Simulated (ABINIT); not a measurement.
# KCl (Sylvite): changed settings of a GW run in ABINIT

Aim: change inputs of a GW run on KCl (Sylvite) and see what moves.

Program: ABINIT 10.8.3. Level of theory: LDA and many-body steps on it, plane waves. Results are calculated unless marked as measured.

This is a report of a sequence of runs, with most program output left out.

### 1. Set-up

Symmetry: Fm-3m, No. 225, cubic system. Conventional cell: a = 6.293 Å, b = 6.293 Å, c = 6.293 Å, α = 90.00°, β = 90.00°, γ = 90.00°. Nearest to K lie 6 Cl at 3.15 Å. Nearest to Cl lie 6 K at 3.15 Å. Farther neighbours and most contacts between anions are not listed.

Structure file:

```cif
data_structure
_symmetry_space_group_name_H-M 'Fm-3m'
_symmetry_Int_Tables_number 225
_cell_length_a 6.2929
_cell_length_b 6.2929
_cell_length_c 6.2929
_cell_angle_alpha 90.000
_cell_angle_beta 90.000
_cell_angle_gamma 90.000
_cell_volume 249.21
loop_
_atom_site_label
_atom_site_type_symbol
_atom_site_symmetry_multiplicity
_atom_site_Wyckoff_symbol
_atom_site_fract_x
_atom_site_fract_y
_atom_site_fract_z
_atom_site_occupancy
K1 K 4 a 0.00000 0.00000 0.00000 1
Cl1 Cl 4 b 0.50000 0.00000 0.00000 1
```

The cell and positions come from the Crystallography Open Database and are kept as given unless a step says otherwise.

### 2. Screening, 4×4×4 mesh, 46 bands, screening to 108.8 eV

This step: ABINIT 10.8.3; RPA screening on LDA, plane waves, norm-conserving pseudopotentials.

The RPA dielectric matrix is built and inverted for each q.

The input, run.abi:

```
acell 3*1.0 Angstrom
rprim 
  -0.000000000000 3.146470000000 3.146470000000
  3.146470000000 0.000000000000 3.146470000000
  3.146470000000 3.146470000000 -0.000000000000
ntypat 2
znucl 19 17
natom 2
typat 1 2
xred 
  0.000000000000 0.000000000000 0.000000000000
  0.500000000000 0.500000000000 0.500000000000
pp_dirpath "pseudos"
pseudos "K.upf, Cl.upf"
ecut 32
ngkpt 4 4 4
nshiftk 1
shiftk 0 0 0
kptopt 1
chksymbreak 0
istwfk *1
occopt 1
irdwfk 1
optdriver 3
nband 46
ecuteps 4
inclvkb 2
awtr 1
symchi 1
indata_prefix "in"
outdata_prefix "out"
tmpdata_prefix "tmp"
```

On the command line:

```console
$ OMP_NUM_THREADS=1 mpirun -n 4 abinit run.abi > log
```

Wall time 9.2 s (4 MPI ranks of Arm Neoverse V1, shared host); peak memory 0.62 GiB; 36 s of CPU time.

This step gave:

```yaml
eps_infinity_with_local_fields_on_this_mesh_along_the_program_s_q_direction: 2.281
the_same_without_local_fields: 2.702
plasma_frequency: 18.82 eV
plane_waves_in_the_screening_matrix: 169
```

Local fields lower ε∞ by 16 %.

### 3. Base

The self-energy is evaluated for the states that the input lists, and the levels follow from it, in one-shot runs by the linearised quasiparticle equation.

This step: G0W0 on LDA, plane waves, norm-conserving pseudopotentials.

Edit run.abi of step 2 so:

```diff
@@ -23,8 +23,15 @@
 irdwfk 1
-optdriver 3
+optdriver 4
 nband 46
+gwcalctyp 0
+ecutsigx 32
+symsigma 1
+nkptgw 1
+kptgw 
+  0.0000000000 0.0000000000 0.0000000000
+bdgw 
+  6 12
 ecuteps 4
-inclvkb 2
-awtr 1
-symchi 1
+irdscr 1
+ppmodel 1
 indata_prefix "in"
```

It took 3.7 s on 4 MPI ranks; peak memory 0.56 GiB.

This step gave:

| Quantity | Value |
| --- | --- |
| G0W0 gap on the points computed | 7.85 eV |
| starting gap on the mesh | 4.745 eV |
| k of the valence top | 0, 0, 0 |
| k of the conduction bottom | 0, 0, 0 |
| Z at the valence top | 0.806 |
| Z at the conduction bottom | 0.87 |
| least direct G0W0 gap on the computed points | 7.85 eV |

The gap on the mesh goes from 4.74 eV to 7.85 eV, a correction of +3.11 eV.

### 4. Scissors in G

Edit run.abi of step 3 so:

```diff
@@ -36,2 +36,3 @@
 ppmodel 1
+mbpt_sciss 0.5 eV
 indata_prefix "in"
```

The job ended after 3.7 s (4 MPI ranks; peak memory 0.56 GiB; 14 s of CPU time).

This step gave:

```yaml
g0w0_gap_on_the_points_computed: 7.893 eV
starting_gap_on_the_mesh: 4.745 eV
k_of_the_valence_top: 0, 0, 0
k_of_the_conduction_bottom: 0, 0, 0
z_at_the_valence_top: 0.806
z_at_the_conduction_bottom: 0.871
least_direct_g0w0_gap_on_the_computed_points: 7.893 eV
```

### 5. Fewer bands in the self-energy

Edit run.abi of step 4 so:

```diff
@@ -24,3 +24,3 @@
 optdriver 4
-nband 46
+nband 18
 gwcalctyp 0
@@ -36,3 +36,2 @@
 ppmodel 1
-mbpt_sciss 0.5 eV
 indata_prefix "in"
```

Run time: 3 s. Hardware: 4 MPI ranks; peak memory 0.18 GiB.

This step gave:

```yaml
g0w0_gap_on_the_points_computed: 7.485 eV
starting_gap_on_the_mesh: 4.745 eV
k_of_the_valence_top: 0, 0, 0
k_of_the_conduction_bottom: 0, 0, 0
z_at_the_valence_top: 0.82
z_at_the_conduction_bottom: 0.88
least_direct_g0w0_gap_on_the_computed_points: 7.485 eV
```

### 6. No symmetry in the self-energy

Edit run.abi of step 5 so:

```diff
@@ -24,6 +24,6 @@
 optdriver 4
-nband 18
+nband 46
 gwcalctyp 0
 ecutsigx 32
-symsigma 1
+symsigma 0
 nkptgw 1
```

It took 12 s on 4 MPI ranks; peak memory 0.72 GiB.

This step gave:

- G0W0 gap on the points computed: 7.849 eV
- starting gap on the mesh: 4.745 eV
- k of the valence top: 0, 0, 0
- k of the conduction bottom: 0, 0, 0
- least direct G0W0 gap on the computed points: 7.849 eV

Against G0W0 in ABINIT (4×4×4 mesh, 46 bands, screening to 108.8 eV, Godby-Needs plasmon pole), the gap moves by −0.001 eV.

### 7. Broadening of the poles

Edit run.abi of step 6 so:

```diff
@@ -27,3 +27,3 @@
 ecutsigx 32
-symsigma 0
+symsigma 1
 nkptgw 1
@@ -36,2 +36,3 @@
 ppmodel 1
+zcut 0.01 eV
 indata_prefix "in"
```

Wall time 3.7 s (4 MPI ranks); peak memory 0.56 GiB.

Numbers from this step:

* G0W0 gap on the points computed: 7.865 eV
* starting gap on the mesh: 4.745 eV
* k of the valence top: 0, 0, 0
* k of the conduction bottom: 0, 0, 0
* least direct G0W0 gap on the computed points: 7.865 eV

Against G0W0 in ABINIT (4×4×4 mesh, 46 bands, screening to 108.8 eV, Godby-Needs plasmon pole), the gap moves by +0.015 eV.

### 8. A keyword of another program

Edit run.abi of step 7 so:

```diff
@@ -36,3 +36,3 @@
 ppmodel 1
-zcut 0.01 eV
+ENCUTGW 100
 indata_prefix "in"
```

It took 0.68 s on 4 MPI ranks; peak memory 0.05 GiB; 2 s of CPU time.

The run stopped with an error after 0.68 s.

The program's words: Found token: `ENCUTGW` in the input file. This name is not one of the registered input variable names (see Action: check your input file. Perhaps you mistyped the input variable, or specified "img", although this was not permitted for this input variable.

The fault put into this input: a keyword of another program.

### 9. Side by side

Times are wall times on 4 MPI ranks of Arm Neoverse V1, shared host, good to a factor of about two. A run's time includes the screening step that it read.

```tsv
run	mesh	bands	screening cutoff (eV)	DFT gap (eV)	gap on the mesh (eV)	direct (eV)	ε∞ used	time
base	4×4×4	46	108.8	4.745	7.850	7.850	2.28	13 s
scissors in G	4×4×4	46	108.8	4.745	7.893	7.893	2.28	13 s
fewer bands in the self-energy	4×4×4	18	108.8	4.745	7.485	7.485	2.28	12 s
no symmetry in the self-energy	4×4×4	46	108.8	4.745	7.849	7.849	2.28	21 s
broadening of the poles	4×4×4	46	108.8	4.745	7.865	7.865	2.28	13 s
```

### 10. What came out

```json
{
  "base": "7.850 eV",
  "scissors in G": "7.893 eV",
  "fewer bands in the self-energy": "7.485 eV",
  "no symmetry in the self-energy": "7.849 eV",
  "broadening of the poles": "7.865 eV",
  "known limits": "not at the basis limit"
}
```

**Reading.** Scissors in G: +0.043 eV against base (keys changed: mbpt_sciss). Fewer bands in the self-energy: −0.365 eV against base (keys changed: nband). No symmetry in the self-energy: no change against base (keys changed: symsigma). Broadening of the poles: +0.015 eV against base (keys changed: zcut). Bands and cutoff are finite, so the gap is not at the basis limit. The miss can reach some tenths of an eV and take either sign; the mesh is an error of its own. In the first G0W0 run levels were corrected at 1 k point alone, so a gap called «on the mesh» is the least over those, and an edge elsewhere would be missed.

[Paths, hosts, dates, memory and timing lines, banners, echoed tables and standing remarks are left out of the program output.]

[Logs are printed without paths, hosts, clocks, repeated set-up lines and the standing remarks that a program may print on its own settings, such as how far it seeks lower states.]

[Runs of the session that timed out or met a known fault of the program may be left out.]

[No measured gap is set beside runs whose start may be inverted or whose files or cutoffs have a known fault.]

[Hosts, paths, dates, database ids (printed as entryN), source tags and the programs' standing remarks are cut or masked in the printed files.]

[G0W0 gaps are taken among the corrected bands and points alone; a level outside them can change the order at an edge.]

[Where Ansatz stands beside ABINIT at settings called matched, ABINIT's density can come from a denser mesh and the files from another edition; pairs whose starting gaps differed by over 0.03 eV were left out, so agreement reads better than it is.]
